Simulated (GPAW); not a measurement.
# A GW chain in GPAW: CsGeBr3 (R3m)

Aim: the G0W0 gap of CsGeBr3 (R3m) on LDA, step by step.

Method: LDA and many-body steps on it, plane waves, in GPAW 26.7.0.

### Step 1. The structure

The structure is trigonal, space group R3m (No. 160). Conventional cell: a = 7.939 Å, b = 7.939 Å, c = 10.005 Å, α = 90.00°, β = 90.00°, γ = 120.00°. Nearest to Cs lie 12 Br at 3.97 to 4.09 Å. Ge has 6 Br at 2.55 to 3.14 Å nearest. Nearest to Br lie 2 Ge at 2.55 to 3.14 Å and 4 Cs at 3.97 to 4.09 Å. Farther neighbours and most contacts between anions are not listed.

The cell and positions are those that the Materials Project relaxed with its own functionals (PBE, PBE+U or r2SCAN), kept fixed. Spin-orbit coupling is left out unless a step names it.

### Step 2. Ground state

This step: GPAW 26.7.0; DFT, LDA, plane waves, PAW.

The ground-state density comes first.

File run.py:

```python
import json
import numpy as np
from gpaw.mpi import world
from ase import Atoms
from gpaw import GPAW, PW, FermiDirac

atoms = Atoms(['Cs', 'Ge', 'Br', 'Br', 'Br'],
    cell=[[3.9692828316, 2.2916665113, 3.3349688208],
      [-3.9692828316, 2.2916665113, 3.3349688208],
      [0.0000000000, -4.5833330226, 3.3349688208]],
    scaled_positions=[[0.0013040400, 0.0013040400, 0.0013040400],
      [0.4770829100, 0.4770829100, 0.4770829100],
      [0.0286681300, 0.5054724600, 0.5054724600],
      [0.5054724600, 0.5054724600, 0.0286681300],
      [0.5054724600, 0.0286681300, 0.5054724600]],
    pbc=(True, True, True))
calc = GPAW(mode=PW(450),
    xc='LDA',
    kpts={'size': (4, 4, 4), 'gamma': True},
    occupations=FermiDirac(0.001),
    nbands=-8,
    convergence={'density': 1e-6, 'bands': -3},
    maxiter=100,
    txt='gs.txt')
atoms.calc = calc
res = {'energy': atoms.get_potential_energy()}
kpts = calc.get_ibz_k_points()
res['kpts'] = kpts
res['eigenvalues'] = [calc.get_eigenvalues(kpt=k) for k in range(len(kpts))]
res['n_electrons'] = calc.get_number_of_electrons()
calc.write('gs.gpw')

if world.rank == 0:
    with open('result.json', 'w') as f:
        json.dump(res, f, default=lambda x: x.tolist())
```

Launch:

```
> mpirun -n 4 gpaw python run.py
```

Numbers of over 12 decimals in the logs are rounded to 6 here.

The log of the run:

```text
__  _  _
 | _ |_)|_||  |
 |__||  | ||/\| - 26.7.0

Input parameters:
  mode=PW(ecut=450.000000),
  convergence={'density': 1e-06, 'bands': -3},
  kpts=MonkhorstPack(size=(4, 4, 4), gamma=True),
  maxiter=100,
  nbands=-8,
  occupations=Occupations(name='fermi-dirac', width=0.001, fixmagmom=False),
  xc=XC(name='LDA')
  [... matrices ...]
Diagonalizing LCAO Hamiltonian
Converting LCAO to pw mode

            Ger

       Br       Br

            Cs

Atoms  # Å, Bohr magnetons
|   | symbol |         x |         y |        z |    initial magnetic moments |
| 0 |     Cs | -0.000000 |  0.000000 | 0.013047 | ( 0.0000,  0.0000,  0.0000) |
| 1 |     Ge |  0.000000 | -0.000000 | 4.773170 | ( 0.0000,  0.0000,  0.0000) |
| 2 |     Br | -1.892571 | -1.092677 | 3.467077 | ( 0.0000,  0.0000,  0.0000) |
| 3 |     Br | -0.000000 |  2.185353 | 3.467077 | ( 0.0000,  0.0000,  0.0000) |
| 4 |     Br |  1.892571 | -1.092677 | 3.467077 | ( 0.0000,  0.0000,  0.0000) |

Unit cell  # Å
| periodic |         x |         y |        z |  lengths |    angles |
|      yes |  3.969283 |  2.291667 | 3.334969 | 5.668241 | 88.896874 |
|      yes | -3.969283 |  2.291667 | 3.334969 | 5.668241 | 88.896874 |
|      yes |  0.000000 | -4.583333 | 3.334969 | 5.668241 | 88.896874 |

Number of symmetries: 6
Symmetry operations  # r_c * U_cc + t_c -> r_c
|   | kind |            matrix            |
| 0 |  E   |  1, 0, 0,  0, 1, 0,  0, 0, 1 |
| 1 |  σ   |  1, 0, 0,  0, 0, 1,  0, 1, 0 |
| 2 |  σ   |  0, 1, 0,  1, 0, 0,  0, 0, 1 |
| 3 |  C3  |  0, 1, 0,  0, 0, 1,  1, 0, 0 |
| 4 |  C3  |  0, 0, 1,  1, 0, 0,  0, 1, 0 |
| 5 |  σ   |  0, 0, 1,  0, 1, 0,  1, 0, 0 |

BZ-sampling:
  Number of BZ points: 64
  Number of IBZ points: 13

  Monkhorst-Pack size: [4, 4, 4]
  Monkhorst-Pack shift: [0.125, 0.125, 0.125]

K-points  # in reciprocal-cell coordinates
|     |                                coordinates |     weight |
|   0 | (  0.00000000,   0.00000000,   0.00000000) | 0.01562500 |
|   1 | (  0.25000000,   0.00000000,  -0.25000000) | 0.09375000 |
|   2 | (  0.25000000,   0.00000000,   0.00000000) | 0.09375000 |
|   3 | (  0.25000000,   0.25000000,  -0.25000000) | 0.09375000 |
|   4 | (  0.25000000,   0.25000000,   0.00000000) | 0.09375000 |
|   5 | (  0.25000000,   0.25000000,   0.25000000) | 0.03125000 |
|   6 | (  0.50000000,   0.00000000,   0.00000000) | 0.04687500 |
|   7 | (  0.50000000,   0.25000000,  -0.25000000) | 0.09375000 |
|   8 | (  0.50000000,   0.25000000,   0.00000000) | 0.18750000 |
|   9 | (  0.50000000,   0.25000000,   0.25000000) | 0.09375000 |
| ... |                                            |            |
|  12 | (  0.50000000,   0.50000000,   0.50000000) | 0.01562500 |

Plane wave coefficients: 3963
Cutoff: 450.000000 eV

Spin-components: 1 (collinear spins)
Bands:           25
Projectors:      25
Spin-degeneracy: 2
Datatype:        complex128

  Storage: CPU
  Wave functions: 20_430_800 bytes (5_107_700 per core)
  Projectors: 23_699_728 bytes (5_924_932 per core)
  [... matrices ...]
Parallelization:
  kpt:    4
  domain: 1
  band:   1

Density:
  Valence electrons: 34.0
  Components: 1
  Grid points: [28 28 28]
  Charge: 0.0  # |e|

Potential:
  Grid points: [28 28 28]

species:
  Cs:
    name:    Caesium
    Z:       55.0
    valence: 9
    core:    46
    charge:  0.0  # [|e|]
    compensation charges:
      type: gauss
      rc: 0.33  # [Å]
      lmax: 2
    cutoffs:
      filter: 2.06  # [Å]
      core: 2.51  # [Å]
    projectors
    | kind |    occ | energy [eV] | rcut [Å] |
    |   5s |  2.000 |     -26.872 |    1.164 |
    |   6s |  1.000 |      -2.224 |    1.164 |
    |   5p |  6.000 |     -13.611 |    1.058 |
    |    p |        |      13.601 |    1.058 |
    |    d |        |       0.000 |    1.058 |

    Using partial waves for Cs as LCAO basis

  Ge:
    name:    Germanium
    Z:       32.0
    valence: 4
    core:    28
    charge:  0.0  # [|e|]
    compensation charges:
      type: gauss
      rc: 0.32  # [Å]
      lmax: 2
    cutoffs:
      filter: 1.77  # [Å]
      core: 3.42  # [Å]
    projectors
    | kind |    occ | energy [eV] | rcut [Å] |
    |   4s |  2.000 |     -11.940 |    1.005 |
    |   4p |  2.000 |      -4.047 |    1.005 |
    |    s |        |      15.272 |    1.005 |
    |    p |        |      23.164 |    1.005 |
    |    d |        |       0.000 |    1.005 |

    Using partial waves for Ge as LCAO basis

  Br:
    name:    Bromine
    Z:       35.0
    valence: 7
    core:    28
    charge:  0.0  # [|e|]
    compensation charges:
      type: gauss
      rc: 0.35  # [Å]
      lmax: 2
    cutoffs:
      filter: 1.98  # [Å]
      core: 2.38  # [Å]
    projectors
    | kind |    occ | energy [eV] | rcut [Å] |
    |   4s |  2.000 |     -20.306 |    1.111 |
    |   4p |  5.000 |      -8.003 |    1.111 |
    |    s |        |       6.906 |    1.111 |
    |    p |        |      19.208 |    1.111 |
    |    d |        |       0.000 |    1.111 |

    Using partial waves for Br as LCAO basis

Reference energy: -481089.716145  # eV

eigensolver:
  PPCG
  Converge bands: -3
  niter=2

density mixing:
  MSR1-Mixer
  Pratt-step length: 0.05
  Maximum mixing coefficient: 0.75
  Old densities: 10
  SVD Regularization: 0.005
  Good broyden scale: 1.0
  Trust region scale: 1.0
  Backstep threshold: 4.0
  History deletion threshold: 6.0
  Fourier metric: weight=20.0, sigma=0.015

occupation numbers:
  Fermi-Dirac:
    width: 0.0010  # eV

poisson solver:
  ecut: 3600.000000  # eV

xc functional:
  name: None

Initialization done in: 0.752 s

convergence criteria:
- Maximum integral of absolute [dens]ity change: 1e-06 electrons / valence electron
- Maximum [total energy] change in last 3 cyles: 0.0005 eV / valence electron
- Maximum integral of absolute [eigenst]ate change: 4e-08 eV^2 / valence electron
maximum number of iterations: 100

SCF iterations
|iter     |     time |      energy | eigst |  dens |
|iter:   1|  |  -18.361023 | +0.59 |       |
|iter:   2|  |  -18.291378 | -0.64 | -1.28 |
|iter:   3|  |  -17.979784 | -1.26 | -1.32 |
|iter:   4|  |  -17.974808 | -2.10 | -1.92 |
|iter:   5|  |  -17.974246c| -2.55 | -2.34 |
|iter:   6|  |  -17.974249c| -2.94 | -3.01 |
|iter:   7|  |  -17.974250c| -3.28 | -3.61 |
|iter:   8|  |  -17.974250c| -3.98 | -3.97 |
|iter:   9|  |  -17.974250c| -4.56 | -4.94 |
|iter:  10|  |  -17.974250c| -5.41 | -5.62 |
|iter:  11|  |  -17.974250c| -6.00 | -6.42c|
|iter:  12|  |  -17.974250c| -6.55 | -6.93c|
|iter:  13|  |  -17.974250c| -6.97 | -7.71c|
|iter:  14|  |  -17.974250c| -7.69c| -8.19c|

Converged in 14 steps
SCF loop duration: 6.548 s (0.468 s/step)
Energy contributions relative to reference atoms: (reference = -481089.716145)
  [... matrices ...]
Energy contributions:
  Kinetic:          18.227363
  Coulomb:         -19.527147
  Zero:             -0.124949
  External:          0.000000
  Xc:              -16.549517
  Entropy:          -0.000000
  Spinorbit:         0.000000
  ----------------------------
  Free energy:     -17.974250
  Extrapolated:    -17.974250

dipole moment: (-0.000000, -0.000000, -87.258728)  # |e|*Ang

Fermi level: 3.559
Eigenvalues  # (at kpt = [0.000, 0.000, 0.000])
| band index |      eig [eV] | occ [0-2] |
|          0 |       -18.808 |     2.000 |
|        ... |               |           |
|          9 |        -2.196 |     2.000 |
|         10 |        -1.625 |     2.000 |
|         11 |         0.161 |     2.000 |
|         12 |         0.161 |     2.000 |
|         13 |         0.300 |     2.000 |
|         14 |         0.427 |     2.000 |
|         15 |         0.427 |     2.000 |
|         16 |         0.479 |     2.000 |
|         17 |         5.326 |     0.000 |
|         18 |         6.299 |     0.000 |
|         19 |         6.299 |     0.000 |
|         20 |         6.616 |     0.000 |
|         21 |         6.961 |     0.000 |
|         22 |         6.961 |     0.000 |
|         23 |         8.046 |     0.000 |
|         24 |         8.111 |     0.000 |

Gap: 1.102 eV
Transition (v -> c):
  (s=0, k=12, n=16, [0.50, 0.50, 0.50]) -> (s=0, k=12, n=17, [0.50, 0.50, 0.50])
No difference between direct/indirect transitions
# Writing to gs.gpw (mode='')
  [... matrices ...]
```

Wall time 8.8 s (4 MPI ranks of Arm Neoverse V2, shared host); peak memory 0.74 GiB.

This step gave:

```
total energy               : -17.97 eV
gap                        : 1.102 eV
k of the valence top       : 0.5, 0.5, 0.5
k of the conduction bottom : 0.5, 0.5, 0.5
least direct gap           : 1.102 eV
```

The gap is direct, at (0.500, 0.500, 0.500).

### Step 3. Empty states on the mesh, 2×2×2 mesh, 622 bands

The sums over transitions need many empty states on a uniform mesh; this step solves for them.

File run.py:

```python
import json
import numpy as np
from gpaw.mpi import world
from gpaw import GPAW

calc = GPAW('gs.gpw').fixed_density(kpts={'size': (2, 2, 2), 'gamma': True},
    parallel={'domain': 1, 'band': 1},
    txt='nscf.txt')
calc.diagonalize_full_hamiltonian(nbands=622)
calc.write('full.gpw', mode='all')
res = {}
kpts = calc.get_ibz_k_points()
res['kpts'] = kpts
res['eigenvalues'] = [calc.get_eigenvalues(kpt=k) for k in range(len(kpts))]
res['n_electrons'] = calc.get_number_of_electrons()

if world.rank == 0:
    with open('result.json', 'w') as f:
        json.dump(res, f, default=lambda x: x.tolist())
```

Launch:

```
> mpirun -n 4 gpaw python run.py
```

The log of the run:

```text
Diagonalizing LCAO Hamiltonian
Converting LCAO to pw mode
convergence criteria:
- Maximum integral of absolute [eigenst]ate change: 4e-08 eV^2 / valence electron
maximum number of iterations: 100

SCF iterations
|iter     |     time |      energy | eigst |  dens |
|iter:   1|  |             | +0.63 |       |
|iter:   2|  |             | -0.57 |       |
|iter:   3|  |             | -1.56 |       |
[...]
|iter:  22|  |             | -6.87 |       |
|iter:  23|  |             | -7.31 |       |
|iter:  24|  |             | -7.58c|       |
SCF steps: 24
  __  _  _
 | _ |_)|_||  |
 |__||  | ||/\| - 26.7.0

Input parameters:
  mode=PW(ecut=450.000000),
  convergence={'density': 1e-06, 'bands': -3},
  gpts=array([28, 28, 28]),
  kpts=MonkhorstPack(size=(2, 2, 2), gamma=True),
  maxiter=100,
  nbands=25,
  occupations=Occupations(name='fermi-dirac', width=0.001, fixmagmom=False),
  parallel={'domain': 1, 'band': 1},
  xc=XC(name='LDA')
Matrix size: 3929x3929
# Writing to full.gpw (mode='all')
  [... matrices ...]

timing:  # [seconds]
  Total: 52.439  # ━━━━━━━━━━━━━━━━━━━━━━━━━━━━━━━━━━━━━━━━━━━━━━━━━━━━━━━━━━
```

The job ended after 57 s (4 MPI ranks; peak memory 4.6 GiB).

Numbers from this step:

```
gap                                                           : 1.102 eV
k of the valence top                                          : 0.5, 0.5, 0.5
k of the conduction bottom                                    : 0.5, 0.5, 0.5
least direct gap                                              : 1.102 eV
k points computed                                             : 4
lowest point of the top converged band, above the valence top : 122.3787 eV
```

On this mesh the gap is 1.102 eV.

### Step 4. Screening and self-energy, 2×2×2 mesh, 284 bands, screening to 78 eV

G0W0 replaces the xc potential by the self-energy, built once from these orbitals. Only a window of levels is corrected, while the sums run over the empty bands that the input names.

This step: G0W0 on LDA, plane waves, PAW.

File run.py:

```python
import json
import numpy as np
from gpaw.mpi import world
from gpaw.response.g0w0 import G0W0

gw = G0W0('full.gpw',
    filename='gw',
    kpts=[0, 3],
    bands=(15, 19),
    ecut=78,
    nbands=284,
    integrate_gamma='WS',
    ppa=True)
gw.calculate()
res = {mode: {k: v for k, v in r.items() if k != 'sigma_eskwn'}
       for mode, r in gw.all_results.items()}

if world.rank == 0:
    with open('result.json', 'w') as f:
        json.dump(res, f, default=lambda x: x.tolist())
```

Launch:

```
> mpirun -n 4 gpaw python run.py
```

The log of the run:

```text
Using integrator: PointIntegrator
FrequencyGridDescriptor(from 0.000+0.000j to 0.000+27.211j eV, 2 points)
Nonperiodic BCs:  [False False False]
Using integrator: PointIntegrator
FrequencyGridDescriptor(from 0.000+0.000j to 0.000+27.211j eV, 2 points)
Nonperiodic BCs:  [False False False]
  ___  _ _ _
 |   || | | |
 | | || | | |
 |__ ||_____|
 |___|

BZ k-points: Symmetries present (total): 6

  [... matrices ...]
8 k-points: 2 x 2 x 2 Monkhorst-Pack grid + [1/4,1/4,1/4]
4 k-points in the irreducible part of the Brillouin zone
       k-points in crystal coordinates                weights
   0:     0.00000000    0.00000000    0.00000000          1/8
   1:     0.50000000    0.00000000    0.00000000          3/8
   2:     0.50000000    0.50000000    0.00000000          3/8
   3:     0.50000000    0.50000000    0.50000000          1/8

Distributing spins, k-points and bands (1 x 2 x 4) over 4 processes
Number of blocks: 1

Quasi particle states:
k-points (IBZ indices): [0, 3]
Band range: (15, 19)
  [... matrices ...]
Computational parameters:
Plane wave cut-off: 78 eV
Number of bands: 284
Coulomb cutoff: None
Broadening: 0.1 eV

fxc modes: GW
Kernel: RPA
Using Godby-Needs plasmon-pole approximation:
  Fitting energy: i*E0, E0 = 1.000 Hartree
Summing all q:

Calculating screened Coulomb potential
No Coulomb truncation
FrequencyGridDescriptor(from 0.000+0.000j to 0.000+27.211j eV, 2 points)
Removing empty qpoint cache files...

Calculating chi0 body with:
    Ground state adapter containing:
    Number of spins: 1
    Number of kpoints: 8
    Number of irreducible kpoints: 4
    Number of completely occupied states: 17
    Number of partially occupied states: 17
    Occupied states memory: 5.6943359375 M / cpu

    Linear response parametrization:
    q_c: [0.0, 0.0, 0.0]
    Number of frequency points: 2
    Planewave cutoff: 78.0
    Number of bands: 284
    Number of planewaves: 263
    Broadening (eta): 1e-06
    comm.size: 4
    kncomm.size: 4
    blockcomm.size: 1

    Memory estimate of potentially large arrays:
        chi0_wGG: 2.110870 M / cpu
Integrating chi0 body.

Symmetries of q_c:
    Direct symmetries (Uq -> q): 6
    Indirect symmetries (TUq -> q): 6
In total 12 allowed symmetries.

  [... matrices ...]
4 groups of equivalent kpoints. 50.0% reduction.

Integral kind: response function
Integrating chi0 head and wings.

Symmetries of q_c:
    Direct symmetries (Uq -> q): 6
    Indirect symmetries (TUq -> q): 6
In total 12 allowed symmetries.

  [... matrices ...]
4 groups of equivalent kpoints. 50.0% reduction.

Integral kind: response function wings

Calculating chi0 body with:
    Ground state adapter containing:
    Number of spins: 1
    Number of kpoints: 8
    Number of irreducible kpoints: 4
    Number of completely occupied states: 17
    Number of partially occupied states: 17
    Occupied states memory: 5.6943359375 M / cpu

    Linear response parametrization:
[... the further q-points ...]

Results:
f:      Occupation numbers
eps:     KS-eigenvalues [eV]
vxc:     KS vxc [eV]
exx:     Exact exchange [eV]
sigma:   Self-energies [eV]
dsigma:  Self-energy derivatives
Z:       Renormalization factors
qp:      QP-energies [eV]

k-point 0 (0): (0.000, 0.000, 0.000)                GW
band       f     eps     vxc     exx   sigma  dsigma       Z      qp
                                                                   GW
  15   1.000   0.427 -16.009 -19.467   2.617  -0.281   0.781  -0.229
  16   1.000   0.479 -15.890 -19.263   2.558  -0.282   0.780  -0.157
  17   0.000   5.326  -8.458  -4.186  -3.529  -0.199   0.834   5.946
  18   0.000   6.299  -7.760  -3.550  -3.488  -0.199   0.834   6.901

k-point 1 (3): (0.500, 0.500, 0.500)                GW
band       f     eps     vxc     exx   sigma  dsigma       Z      qp
                                                                   GW
  15   1.000   0.813 -16.261 -19.779   2.663  -0.280   0.781   0.146
  16   1.000   2.576 -17.043 -18.722   1.499  -0.269   0.788   2.435
  17   0.000   3.679 -12.640  -8.138  -3.364  -0.248   0.801   4.591
  18   0.000   3.899 -12.378  -7.886  -3.395  -0.249   0.800   4.777
```

Wall time 28 s (4 MPI ranks); peak memory 1.6 GiB; 1.8 min of CPU time.

This step gave:

```yaml
g0w0_gap_on_the_points_computed: 2.156 eV
least_direct_g0w0_gap_on_the_computed_points: 2.156 eV
z_at_the_valence_top: 0.7882
z_at_the_conduction_bottom: 0.8011
starting_gap_on_the_mesh: 1.102 eV
k_of_the_valence_top: 0.5, 0.5, 0.5
k_of_the_conduction_bottom: 0.5, 0.5, 0.5
```

The gap on the mesh goes from 1.10 eV to 2.16 eV, a correction of +1.05 eV.

Limits: finite bands, cutoff and mesh; no spin-orbit coupling; coarse k mesh. v1 is the top filled band, c1 the lowest empty one. The levels before and after the correction (eV, zero at the valence-band top of each column):

```csv
,conduction bottom,valence top
Kohn-Sham,1.10,0.00
G0W0,2.16,0.00
```

```csv
,level,energy (eV)
Kohn-Sham,(0.5 0.5 0.5) v2,-1.763
Kohn-Sham,(0.5 0.5 0.5) v1,0.000
Kohn-Sham,(0.5 0.5 0.5) c1,1.102
Kohn-Sham,(0.5 0.5 0.5) c2,1.323
G0W0,(0.5 0.5 0.5) v2,-2.289
G0W0,(0.5 0.5 0.5) v1,0.000
G0W0,(0.5 0.5 0.5) c1,2.156
G0W0,(0.5 0.5 0.5) c2,2.343
```

### Step 5. Where the time went

Times are wall times on 4 MPI ranks of Arm Neoverse V2, shared host, good to a factor of about two.

```csv
step,time,share,memory (GiB)
ground state,8.8 s,9 %,0.74
empty states on the mesh,57 s,61 %,4.6
screening and self-energy,28 s,29 %,1.6
```

### Step 6. What came out

```json
{
  "LDA gap": "1.10 eV, direct",
  "G0W0 gap on the mesh": "2.16 eV",
  "GW settings": "2×2×2 mesh, 284 bands, screening to 78 eV, Godby-Needs plasmon pole",
  "known limits": "not at the basis limit; no spin-orbit coupling; coarse k mesh"
}
```

What this shows: G0W0 moves the gap on the mesh from 1.10 eV to 2.16 eV (+1.05 eV), with Z of 0.79 and 0.80 at the edges. Only 2 of the mesh's irreducible points were corrected, so a valley elsewhere could overtake. The dearest step here is «empty states on the mesh». Bands and cutoff are finite, so the gap is not at the basis limit. The miss can reach some tenths of an eV and take either sign; the mesh is an error of its own. These stock PAW sets were not made for GW; the filled d or f shell of Br and Ge lies in the frozen core, which bears on start and correction. In the G0W0 run levels were corrected at 2 k points alone, so a gap called «on the mesh» is the least over those, and an edge elsewhere would be missed. The 2×2×2 mesh is coarse for this cell, which bears on the long-range parts of exchange and screening. The many-body steps are scalar-relativistic: spin-orbit coupling is not in them.

[Paths, hosts, dates, memory and timing lines, banners, echoed tables and standing remarks are left out of the program output.]

[Logs are printed without paths, hosts, clocks, repeated set-up lines and the standing remarks that a program may print on its own settings, such as how far it seeks lower states.]

[Runs of the session that timed out or met a known fault of the program may be left out.]

[Hosts, paths, dates, database ids (printed as entryN), source tags and the programs' standing remarks are cut or masked in the printed files.]
